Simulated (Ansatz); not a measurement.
# How fast states decay through KPbCO3F, part 2 of 2

A new crystal, KPbCO3F: structure, gap and complex bands. It is built by putting Pb for Sr in the KSrCO3F structure of space group P-6m2, with the volume rescaled by atomic radii. The parent structure comes from the Materials Project.

Ansatz 0.2.0; r2SCAN DFT, plane waves, PAW files (the session's first sound run).

So far, gap on the k-mesh (eV): step 3 (the bulk crystal and its band edges) 3.57.

The structure was built from a prototype and need not be the compound's stable phase.

### 4. Complex bands, plane (100), k-mesh 6×6×6

This step: r2SCAN DFT, plane waves, PAW files; complex bands by layer matching along the plane's normal (Ansatz 0.2.0).

The same crystal is laid in a cell whose first two vectors span the (100) plane (indices of the standard conventional cell, whose axes can be ordered otherwise than in the bulk input). At fixed energy and wavevector in the plane the solver finds all kz, real and complex. A few wavevectors are listed, (0, 0), (0, -0.5) and (0.3333, -0.5) in units of the plane's reciprocal vectors; the slowest state needn't be among them.

File input.yaml:

```yaml
crystal:
  lattice:
    - [5.314685256, 0.0, 0.0]
    - [0.0, 4.781690089, 0.0]
    - [2.657342628, 0.0, 4.602652445]
  atoms:
    - { symbol: K, position: [0.6666666667, 0.0, 0.6666666667] }
    - { symbol: Pb, position: [0.3333333333, 0.5, 0.3333333333] }
    - { symbol: C, position: [0.0, 0.5, 0.0] }
    - { symbol: O, position: [0.8598286014, 0.5, 0.8598286014] }
    - { symbol: O, position: [0.2803427973, 0.5, 0.8598286014] }
    - { symbol: O, position: [0.8598286014, 0.5, 0.2803427973] }
    - { symbol: F, position: [0.3333333333, 0.0, 0.3333333333] }
kpoints:
  mp_grid: { grid: [6, 6, 6] }
scf:
  occupations: { method: fixed }
hamiltonian:
  xc: r2scan
output:
  eigenvalues: true
  transmission:
    leads: [[0, 0]]
    kpoints: [[0.0, 0.0], [0.0, -0.5], [0.3333, -0.5]]
    e_range: [-1.0, 4.57]
    de: 0.09
```

Run with:

```sh
$ ansatz run input.yaml --threads 2 --pin off --max-ram 4096MiB --backend cpu --events-out ev --progress --plain --runs-dir out
```

Numbers of over 12 decimals in the logs are rounded to 6 here.

Output:

```text
[...]
Crystal: 7 atoms, lattice volume = 116.968 Å³
Basis set: ecut = 500 eV, 2945 PW (Γ), exchange–correlation on 160×144×160 points (64 copies of the dense FFT grid, shifted against one another)
Bands: 33, of which v1, the nominal top of the filled ones, is band 26 counted from 1 (25 counted from 0)
Symmetry: 12 space group operations
[...]
k-points: 28 of 216 (time reversal used)
[...]
SCF iter   1: F=—  HF=-16233.123991 eV  |F-HF|=—  |Δ(HF+E_count)|=         —  Δρ=9.48e-3  dr2=9.54e-2  dr2_τ=5.18e-1  ethr=1.77e-3  ⟨swp⟩=5.0  Hψ=3350  notcnv=0  defer=134
[...]
SCF iter   8: F=-16233.221328 eV  HF=-16233.221328 eV  |F-HF|=2.48e-8  |Δ(HF+E_count)|=   4.74e-7  Δρ=4.62e-6  dr2=2.26e-8  dr2_τ=3.16e-9  ethr=1.92e-10  ⟨swp⟩=11.5  Hψ=4443  notcnv=0
SCF 1 converged in 8 iterations: F = -16233.221328 eV  dr2 = 2.26e-8
[...]
transmission: 7 of 21 steps passed
transmission: 14 of 21 steps passed
transmission: 21 of 21 steps passed
SCF converged after 8 iterations
Free energy (F): -16233.221328 eV
[...]
Internal energy: -16233.221328 eV  (E = F + TS)
E sigma→0 (E₀):  -16233.221328 eV
Fermi energy:    4.483893 eV
[...]
--- Band table (eV; the first three rows and the last of 28) ---
  k-point 0: bands = [... 22 lower, 1.6253, 2.2568, 2.2568, 3.5602, 9.1205, 9.8726, 11.0550, 11.0550, ... 3 higher]
  k-point 1: bands = [... 22 lower, 2.0566, 2.2450, 2.2559, 3.4779, 9.2042, 9.9113, 10.8600, 11.0408, ... 3 higher]
  k-point 2: bands = [... 22 lower, 2.2234, 2.2541, 2.9473, 3.3321, 9.0603, 10.0220, 10.7604, 10.9941, ... 3 higher]
  k-point 27: bands = [... 22 lower, 2.1098, 2.2235, 2.9661, 4.4839, 8.6426, 9.2482, 10.1269, 10.4537, ... 3 higher]
--- Transmission ---
  basis      : 263 plane waves across, 7 finite elements along
  points     : 3, as listed
  energies   : 62 from -1.000000 to 4.490000 eV about the Fermi level, 0.090000 eV apart; the leads are filled to 1.782532 eV, and channels, transmission and decay are at 1.790000 eV
  crystal 0  : K1O3C1Pb1F1, at the sites [0, 0], period 4.6027 Å: whole cells are its period
    offset         : up to 0.0000 Å between an atom of the period and one for which it stands
    channels       : 0.000000e0 a spin
    conductance    : none, the energies end too early or step too widely for 300 K: set another output.transmission.e_range or a lower de, or, where they end at an eighth of basis.ecutwfc, a higher one
    slowest decay  : 0.3037 /Å at (0.0000, -0.5000)
```

The job ended after 63 s (2 threads of Intel Xeon Platinum 8259CL at 2.50GHz (Skylake/Cascade Lake), shared host; peak memory 1.1 GiB; 2.1 min of CPU time).

Numbers from this step:

```yaml
level_to_which_the_leads_are_filled: 1.783 eV from the Fermi level
decay_constant_at_the_filling_level_zone_centre: 0.3405 Å⁻¹
decay_constant_at_the_filling_level_slowest_listed_point: 0.3037 Å⁻¹
```

K parallel (0, 0); values up to 1.5 1/Å, a degenerate pair printed once or twice; energies at which all values exceed this have no row. The Im kz of the slowest decaying states by energy, zero at the highest filled level on the SCF mesh:

```tsv
energy (eV)	decay 1 (Å⁻¹)	decay 2 (Å⁻¹)	decay 3 (Å⁻¹)	decay 4 (Å⁻¹)
-1.00	0.0687	0.728	0.736	0.829
-0.73	0.165	0.294	0.738	0.773
-0.46	0.216	0.410	0.748	0.799
-0.19	0.251	0.478	0.758	0.797
-0.01	0.270	0.511	0.768	0.783
0.08	0.278	0.526	0.774	0.832
0.35	0.298	0.562	0.770	0.842
0.62	0.314	0.591	0.765	0.849
0.89	0.325	0.614	0.758	0.854
1.16	0.333	0.634	0.751	0.856
1.43	0.338	0.650	0.723	0.760
1.70	0.340	0.663	0.698	0.765
2.06	0.339	0.665	0.678	0.767
2.33	0.334	0.639	0.686	0.768
2.60	0.326	0.611	0.692	0.767
2.87	0.314	0.579	0.697	0.765
3.14	0.297	0.545	0.701	0.762
3.41	0.274	0.506	0.702	0.759
3.68	0.242	0.461	0.703	0.750
3.95	0.194	0.407	0.701	0.726
4.22	0.0993	0.336	0.698	0.700
4.49	0.221	0.672	0.693	0.695
```

K parallel (0, -0.5); values up to 1.5 1/Å, a degenerate pair printed once or twice; energies at which all values exceed this have no row. The Im kz of the slowest decaying states by energy, zero at the highest filled level on the SCF mesh:

```tsv
energy (eV)	decay 1 (Å⁻¹)	decay 2 (Å⁻¹)	decay 3 (Å⁻¹)	decay 4 (Å⁻¹)
-1.00	0.537	0.701	0.762	0.766
-0.82	0.217	0.552	0.731	0.761
-0.55	0.369	0.569	0.762	0.763
-0.37	0.424	0.577	0.762	0.779
-0.10	0.0939	0.481	0.585	0.764
-0.01	0.130	0.497	0.587	0.764
0.08	0.156	0.511	0.588	0.765
0.35	0.209	0.546	0.589	0.766
0.53	0.233	0.565	0.588	0.767
0.80	0.260	0.583	0.589	0.767
0.98	0.273	0.578	0.603	0.767
1.16	0.284	0.571	0.615	0.762
1.43	0.295	0.557	0.630	0.751
1.61	0.300	0.546	0.639	0.743
1.88	0.305	0.525	0.650	0.730
2.06	0.306	0.508	0.656	0.719
2.33	0.304	0.478	0.664	0.702
2.51	0.301	0.453	0.668	0.689
2.69	0.296	0.425	0.672	0.675
2.96	0.286	0.370	0.652	0.676
3.14	0.276	0.321	0.634	0.677
3.41	0.206	0.258	0.604	0.679
3.59	0.242	0.581	0.679	0.733
3.86	0.211	0.540	0.678	0.725
4.04	0.183	0.504	0.677	0.699
4.31	0.122	0.300	0.404	0.656
4.49	0.0199	0.381	0.624	0.670
```

K parallel (0.3333, -0.5); values up to 1.5 1/Å, a degenerate pair printed once or twice; energies at which all values exceed this have no row. Table of Im kz of the slowest decaying states by energy, zero at the highest filled level on the SCF mesh:

```tsv
energy (eV)	decay 1 (Å⁻¹)	decay 2 (Å⁻¹)	decay 3 (Å⁻¹)	decay 4 (Å⁻¹)
-1.00	0.164	0.691	0.764	0.783
-0.73	0.339	0.622	0.757	0.760
-0.46	0.551	0.734	0.754	0.906
-0.19	0.592	0.705	0.752	0.892
-0.01	0.613	0.683	0.749	0.884
0.08	0.140	0.622	0.670	0.748
0.35	0.290	0.627	0.647	0.743
0.62	0.400	0.564	0.668	0.735
0.89	0.493	0.687	0.726	0.846
1.16	0.498	0.702	0.714	0.833
1.43	0.499	0.699	0.716	0.819
1.70	0.496	0.682	0.727	0.804
2.06	0.487	0.654	0.739	0.780
2.33	0.478	0.628	0.746	0.760
2.60	0.465	0.597	0.738	0.751
2.87	0.450	0.559	0.711	0.755
3.14	0.431	0.511	0.681	0.757
3.41	0.407	0.447	0.644	0.758
3.68	0.345	0.378	0.598	0.758
3.95	0.342	0.530	0.757	0.962
4.22	0.293	0.333	0.754	0.952
4.49	0.218	0.433	0.751	0.940
```

At the listed wavevectors the last open channel is at -0.01 eV and the next at +3.59 eV on the grid. At +1.79 eV, the grid energy nearest the filling level (the middle of the gap on the SCF mesh), the slowest state at the listed wavevectors decays with κ = 0.304 Å⁻¹, its amplitude falling by e over 3.3 Å. Through 1 nm of this crystal that state's transmission falls by exp(−2 × 0.304 Å⁻¹ × 10 Å) = 0.0023.

### 5. Decaying states in the gap, plane (110), k-mesh 6×8×8

The same for the (110) plane, at (0, 0) and (-0.5, 0), to see how the decay depends on direction.

File input.yaml:

```yaml
crystal:
  lattice:
    - [4.781690089, 0.0, 0.0]
    - [0.0, 9.20530489, 0.0]
    - [0.0, 4.602652445, 2.657342628]
  atoms:
    - { symbol: K, position: [0.0, 0.6666666667, 0.0] }
    - { symbol: Pb, position: [0.5, 0.3333333333, 0.0] }
    - { symbol: C, position: [0.5, 0.0, 0.0] }
    - { symbol: O, position: [0.5, 0.2803427973, 0.5794858041] }
    - { symbol: O, position: [0.5, 0.8598286014, 0.0] }
    - { symbol: O, position: [0.5, 0.8598286014, 0.4205141959] }
    - { symbol: F, position: [0.0, 0.3333333333, 0.0] }
kpoints:
  mp_grid: { grid: [6, 8, 8] }
scf:
  occupations: { method: fixed }
hamiltonian:
  xc: r2scan
output:
  eigenvalues: true
  transmission:
    leads: [[0, 0]]
    kpoints: [[0.0, 0.0], [-0.5, 0.0]]
    e_range: [-1.0, 4.57]
    de: 0.09
```

Output:

```text
[...]
Crystal: 7 atoms, lattice volume = 116.968 Å³
Basis set: ecut = 500 eV, 2945 PW (Γ), exchange–correlation on 144×288×160 points (64 copies of the dense FFT grid, shifted against one another)
Bands: 33, of which v1, the nominal top of the filled ones, is band 26 counted from 1 (25 counted from 0)
Symmetry: 12 space group operations
[...]
k-points: 40 of 384 (time reversal used)
[...]
SCF iter   1: F=—  HF=-16233.124060 eV  |F-HF|=—  |Δ(HF+E_count)|=         —  Δρ=9.46e-3  dr2=9.48e-2  dr2_τ=5.19e-1  ethr=1.77e-3  ⟨swp⟩=5.0  Hψ=4804  notcnv=0  defer=188
[...]
SCF iter   8: F=-16233.221337 eV  HF=-16233.221337 eV  |F-HF|=1.52e-8  |Δ(HF+E_count)|=   4.69e-7  Δρ=5.55e-6  dr2=3.00e-8  dr2_τ=2.89e-9  ethr=1.92e-10  ⟨swp⟩=11.6  Hψ=6872  notcnv=0
SCF 1 converged in 8 iterations: F = -16233.221337 eV  dr2 = 3.00e-8
[...]
transmission: 4 of 8 steps passed
transmission: 8 of 8 steps passed
SCF converged after 8 iterations
Free energy (F): -16233.221337 eV
[...]
Internal energy: -16233.221337 eV  (E = F + TS)
E sigma→0 (E₀):  -16233.221337 eV
Fermi energy:    4.451984 eV
[...]
--- Band table (eV; the first three rows and the last of 40) ---
  k-point 0: bands = [... 22 lower, 1.6253, 2.2567, 2.2567, 3.5602, 9.1206, 9.8726, 11.0550, 11.0550, ... 3 higher]
  k-point 1: bands = [... 22 lower, 2.2385, 2.2553, 2.3042, 3.4321, 9.2214, 9.9402, 10.8245, 10.9780, ... 3 higher]
  k-point 2: bands = [... 22 lower, 2.2144, 2.2527, 3.0660, 3.4923, 9.0574, 10.1654, 10.3883, 10.9926, ... 3 higher]
  k-point 39: bands = [... 22 lower, 2.0577, 2.3049, 3.3016, 4.0287, 8.5447, 9.2898, 10.3658, 10.6271, ... 3 higher]
--- Transmission ---
  basis      : 457 plane waves across, 4 finite elements along
  points     : 2, as listed
[...]
crystal 0  : O3K1Pb1C1F1, at the sites [0, 0], period 2.6573 Å: whole cells are its period
[...]
channels       : 0.000000e0 a spin
[...]
slowest decay  : 0.3597 /Å at (-0.5000, 0.0000)
```

Wall time 2.5 min (2 threads); peak memory 2.1 GiB; 5 min of CPU time.

This step gave:

* Fermi energy: 4.452 eV
* gap on the k-mesh: 3.597 eV
* level to which the leads are filled: 1.798 eV from the Fermi level
* decay constant at the filling level, zone centre: 0.3912 Å⁻¹
* decay constant at the filling level, slowest listed point: 0.3597 Å⁻¹

K parallel (0, 0); values up to 1.5 1/Å, a degenerate pair printed once or twice; energies at which all values exceed this have no row. The Im kz of the slowest decaying states by energy, zero at the highest filled level on the SCF mesh:

```tsv
energy (eV)	decay 1 (Å⁻¹)	decay 2 (Å⁻¹)	decay 3 (Å⁻¹)	decay 4 (Å⁻¹)
-1.00	0.440	0.742	0.840	0.842
-0.82	0.191	0.419	0.780	0.837
-0.55	0.215	0.362	0.424	0.828
-0.37	0.265	0.416	0.434	0.821
-0.10	0.310	0.450	0.468	0.810
-0.01	0.321	0.455	0.481	0.806
0.08	0.330	0.459	0.493	0.802
0.35	0.352	0.470	0.521	0.788
0.53	0.363	0.476	0.535	0.778
0.80	0.375	0.483	0.553	0.762
0.98	0.381	0.486	0.562	0.751
1.16	0.386	0.487	0.570	0.738
1.43	0.390	0.488	0.580	0.719
1.61	0.391	0.486	0.585	0.705
1.88	0.391	0.482	0.591	0.683
2.06	0.389	0.477	0.593	0.668
2.33	0.385	0.467	0.596	0.643
2.51	0.380	0.459	0.595	0.627
2.69	0.374	0.448	0.590	0.613
2.96	0.363	0.428	0.567	0.605
3.14	0.353	0.411	0.545	0.603
3.41	0.335	0.378	0.508	0.601
3.59	0.320	0.350	0.480	0.599
3.86	0.292	0.294	0.431	0.594
4.04	0.239	0.267	0.392	0.591
4.31	0.0657	0.212	0.316	0.585
4.49	0.147	0.239	0.566	0.580
```

K parallel (-0.5, 0); values up to 1.5 1/Å, a degenerate pair printed once or twice; energies at which all values exceed this have no row. Table of Im kz of the slowest decaying states by energy, zero at the highest filled level on the SCF mesh:

```tsv
energy (eV)	decay 1 (Å⁻¹)	decay 2 (Å⁻¹)	decay 3 (Å⁻¹)	decay 4 (Å⁻¹)
-1.0000	0.0263	0.169	0.528	0.641
-0.7300	0.226	0.265	0.551	0.669
-0.4600	0.225	0.387	0.567	0.678
-0.2800	0.173	0.432	0.574	0.612
-0.0100	0.477	0.539	0.582	0.714
0.2600	0.210	0.505	0.507	0.585
0.5300	0.276	0.493	0.530	0.585
0.7100	0.302	0.490	0.541	0.582
0.9800	0.328	0.488	0.555	0.576
1.2500	0.344	0.486	0.566	0.566
1.5200	0.354	0.484	0.552	0.574
1.7900	0.360	0.480	0.533	0.580
1.9700	0.361	0.476	0.519	0.583
2.2400	0.361	0.469	0.492	0.586
2.5100	0.358	0.458	0.458	0.587
2.7800	0.352	0.414	0.445	0.587
2.9600	0.346	0.377	0.433	0.586
3.2300	0.301	0.334	0.412	0.584
3.5000	0.165	0.318	0.385	0.580
3.7700	0.297	0.348	0.534	0.575
4.0400	0.270	0.297	0.401	0.566
4.2200	0.188	0.247	0.247	0.525
```

At the listed wavevectors the last open channel is at -0.01 eV and the next at +3.68 eV on the grid. At +1.79 eV, the grid energy nearest the filling level (the middle of the gap on the SCF mesh), the slowest state at the listed wavevectors decays with κ = 0.360 Å⁻¹, its amplitude falling by e over 2.8 Å; the first such run, plane (100), gave 0.304 Å⁻¹.

### 6. Band edges at another level, cutoff 1290 eV

This step: r2SCAN DFT, plane waves, norm-conserving files (Ansatz 0.2.0).

The edges again with norm-conserving files, at the same atoms. Against that run the cutoff is 1290 eV against 500.

File input.yaml:

```yaml
crystal:
  lattice:
    - [5.3146852563, 0.0, 0.0]
    - [-2.6573426282, 4.6026524451, 0.0]
    - [0.0, 0.0, 4.7816900889]
  atoms:
    - { symbol: K, position: [0.6666666667, 0.3333333333, 0.0] }
    - { symbol: Pb, position: [0.3333333333, 0.6666666667, 0.5] }
    - { symbol: C, position: [0.0, 0.0, 0.5] }
    - { symbol: O, position: [0.8598286014, 0.7196572027, 0.5] }
    - { symbol: O, position: [0.8598286014, 0.1401713986, 0.5] }
    - { symbol: O, position: [0.2803427973, 0.1401713986, 0.5] }
    - { symbol: F, position: [0.3333333333, 0.6666666667, 0.0] }
kpoints:
  mp_grid: { grid: [6, 6, 6] }
  band_path: { path: [VBM, CBM], npoints: 30 }
scf:
  occupations: { method: fixed }
hamiltonian:
  xc: r2scan
  pseudopotentials: { kind: nc }
output:
  eigenvalues: true
```

Output:

```text
[...]
Crystal: 7 atoms, lattice volume = 116.968 Å³
Basis set: ecut = 1290 eV, 12269 PW (Γ)
Bands: 33, of which v1, the nominal top of the filled ones, is band 26 counted from 1 (25 counted from 0)
Symmetry: 12 space group operations
[...]
k-points: 28 of 216 (time reversal used)
[...]
SCF iter   1: F=—  HF=-5391.279969 eV  |F-HF|=—  |Δ(HF+E_count)|=         —  Δρ=1.07e-1  dr2=1.23e1  dr2_τ=1.18e1  ethr=3.10e-3  ⟨swp⟩=9.3  Hψ=5508  notcnv=0  defer=189
[...]
SCF iter  10: F=-5387.796193 eV  HF=-5387.796193 eV  |F-HF|=7.91e-10  |Δ(HF+E_count)|=   4.35e-7  Δρ=3.05e-6  dr2=7.07e-9  dr2_τ=1.25e-8  ethr=1.92e-10  ⟨swp⟩=38.3  Hψ=12696  notcnv=0
SCF 1 converged in 10 iterations: F = -5387.796193 eV  dr2 = 7.07e-9
[...]
SCF converged after 10 iterations
Free energy (F): -5387.796193 eV
[...]
Internal energy: -5387.796193 eV  (E = F + TS)
E sigma→0 (E₀):  -5387.796193 eV
Fermi energy:    4.599849 eV
[...]
--- Band table (eV; the first three rows and the last of 28) ---
  k-point 0: bands = [... 22 lower, 1.7536, 2.3798, 2.3798, 3.7149, 9.2497, 9.9812, 11.1926, 11.1926, ... 3 higher]
  k-point 1: bands = [... 22 lower, 1.7167, 2.3858, 2.3858, 3.7155, 9.1664, 10.0235, 11.1325, 11.1325, ... 3 higher]
  k-point 2: bands = [... 22 lower, 2.2707, 2.3976, 2.3976, 3.7167, 8.6124, 10.2344, 10.9886, 10.9886, ... 3 higher]
  k-point 27: bands = [... 22 lower, 2.2337, 2.3463, 3.1183, 4.5998, 8.7851, 9.3911, 10.2740, 10.5599, ... 3 higher]
```

It took 2 min on 2 threads; peak memory 0.88 GiB; 3.9 min of CPU time.

This step gave:

```yaml
free_energy: -5387.7962 eV
fermi_energy: 4.600 eV
gap_on_the_k_mesh: 3.584 eV
gap_on_path: 3.584 eV, by band count; negative where bands overlap
direct_gap_on_path: 4.185 eV
```

Electronic bands along the path, in eV, zero at the Fermi level (highest filled level under fixed occupations); v1 is the highest filled band, c1 the lowest empty one:

```tsv
point	v4	v3	v2	v1	c1	c2	c3	c4
VBM	-2.37	-2.25	-1.48	0.00	4.19	4.79	5.67	5.96
halfway	-2.36	-2.19	-1.17	-0.77	3.96	5.36	5.82	6.13
CBM	-2.20	-2.20	-1.65	-0.88	3.58	5.66	6.31	6.31
```

The searched edges give 3.58 eV, as on the mesh.

### 7. Complex bands at another level

This step: r2SCAN DFT, plane waves, norm-conserving files; complex bands by layer matching along the plane's normal (Ansatz 0.2.0).

The complex bands at that level, over its own gap, at (0, 0) and (0, -0.5).

File input.yaml:

```yaml
crystal:
  lattice:
    - [5.314685256, 0.0, 0.0]
    - [0.0, 4.781690089, 0.0]
    - [2.657342628, 0.0, 4.602652445]
  atoms:
    - { symbol: K, position: [0.6666666667, 0.0, 0.6666666667] }
    - { symbol: Pb, position: [0.3333333333, 0.5, 0.3333333333] }
    - { symbol: C, position: [0.0, 0.5, 0.0] }
    - { symbol: O, position: [0.8598286014, 0.5, 0.8598286014] }
    - { symbol: O, position: [0.2803427973, 0.5, 0.8598286014] }
    - { symbol: O, position: [0.8598286014, 0.5, 0.2803427973] }
    - { symbol: F, position: [0.3333333333, 0.0, 0.3333333333] }
kpoints:
  mp_grid: { grid: [6, 6, 6] }
scf:
  occupations: { method: fixed }
hamiltonian:
  xc: r2scan
  pseudopotentials: { kind: nc }
output:
  eigenvalues: true
  transmission:
    leads: [[0, 0]]
    kpoints: [[0.0, 0.0], [0.0, -0.5]]
    e_range: [-1.0, 4.58]
    de: 0.09
```

Output:

```text
Engine: ansatz 0.2.0, x86_64-unknown-linux-gnu
Pseudopotentials: kind: nc
Pseudopotential: K, nc, valence charge 9, recommended cutoff 1240 eV (normal), K.nc.azcp
Pseudopotential: Pb, nc, valence charge 14, recommended cutoff 850 eV (normal), Pb.nc.azcp
Pseudopotential: C, nc, valence charge 4, recommended cutoff 1200 eV (normal), C.nc.azcp
Pseudopotential: O, nc, valence charge 6, recommended cutoff 1290 eV (normal), O.nc.azcp
Pseudopotential: F, nc, valence charge 7, recommended cutoff 1250 eV (normal), F.nc.azcp
Functional definition: r2SCAN
  parameter k0 = 0.174
  parameter k1 = 0.065
  parameter a1 = 4.9479
  exchange = r2scan_x(k0 = k0, k1 = k1, a1 = a1)
  correlation = r2scan_c
Error: memory limit exceeded: the `transmission` phase of `transmission` needs 4.23 GiB against the run's memory maximum of 4.00 GiB; largest carriers: transmission 3.88 GiB, unmodelled-tail allowance 0.30 GiB, source scf tables 0.05 GiB, source scf state 0.00 GiB; the layers of output.transmission grow with the square of the cell's cross-section: a lower cutoff or a narrower output.transmission.e_range takes less, and so, most of all in a narrow cell, does a wider de; where no e_range is typed, a fill by count is planned with a gap of 40 thermal energies
with nothing else changed it takes a maximum of at least 4.24 GiB, with nothing to spare, and 4.66 GiB leaves up to a tenth: --max-ram 4.66GiB where that set the maximum, else more of the term that did, and with no share typed, where 4.66 GiB is over 0.88 of the host's memory or its container's limit, a share of 0.88 or more that holds the maximum too (--max-ram-frac F), where one does; The budget is ten elevenths of [...]
`transmission` follows the SCF: where the deck gives it k-points, a mesh or a band count of its own, those are what to reduce (not on a resume, whose deck is fixed)
```

Run time: 0.3 s. Hardware: 2 threads; peak memory 0.21 GiB.

The program refused the input before any cycle.

The program's message: “Error: memory limit exceeded: the `transmission` phase of `transmission` needs 4.23 GiB against the run's memory maximum of 4.00 GiB; largest carriers: transmission 3.88 GiB, unmodelled-tail allowance …”

### 8. Results

| Quantity | Value |
| --- | --- |
| band gap | 3.57 eV |
| least decay constant at mid-gap, normal to (100) | 0.304 Å⁻¹ |
| least decay constant at mid-gap, normal to (110) | 0.360 Å⁻¹ |

In words: With r2SCAN, the slowest decay at the wavevectors tried is κ = 0.304 Å⁻¹, normal to (100). Through such a film the transmission near mid-gap falls as exp(−2κd), a factor of ten every 3.8 Å. The decay depends on direction: 1.2 times faster normal to (110). A free electron under a barrier of half the gap would need a mass of 0.20 mₑ to decay at this rate. The slowest decay isn't at the zone centre. The compound is made up by substitution; its stability against other phases and against distortions of the cell's symmetry was not tested. r2SCAN still narrows gaps, if less than LDA and GGA do, while spin-orbit coupling, left out here, narrows them in compounds of heavy elements, so the error in κ can go either way.

[Logs are printed without paths, hosts, clocks, repeated set-up lines and the standing remarks that a program may print on its own settings, such as how far it seeks lower states.]

[Hosts, paths, dates, database ids (printed as entryN), source tags and the programs' standing remarks are cut or masked in the printed files.]
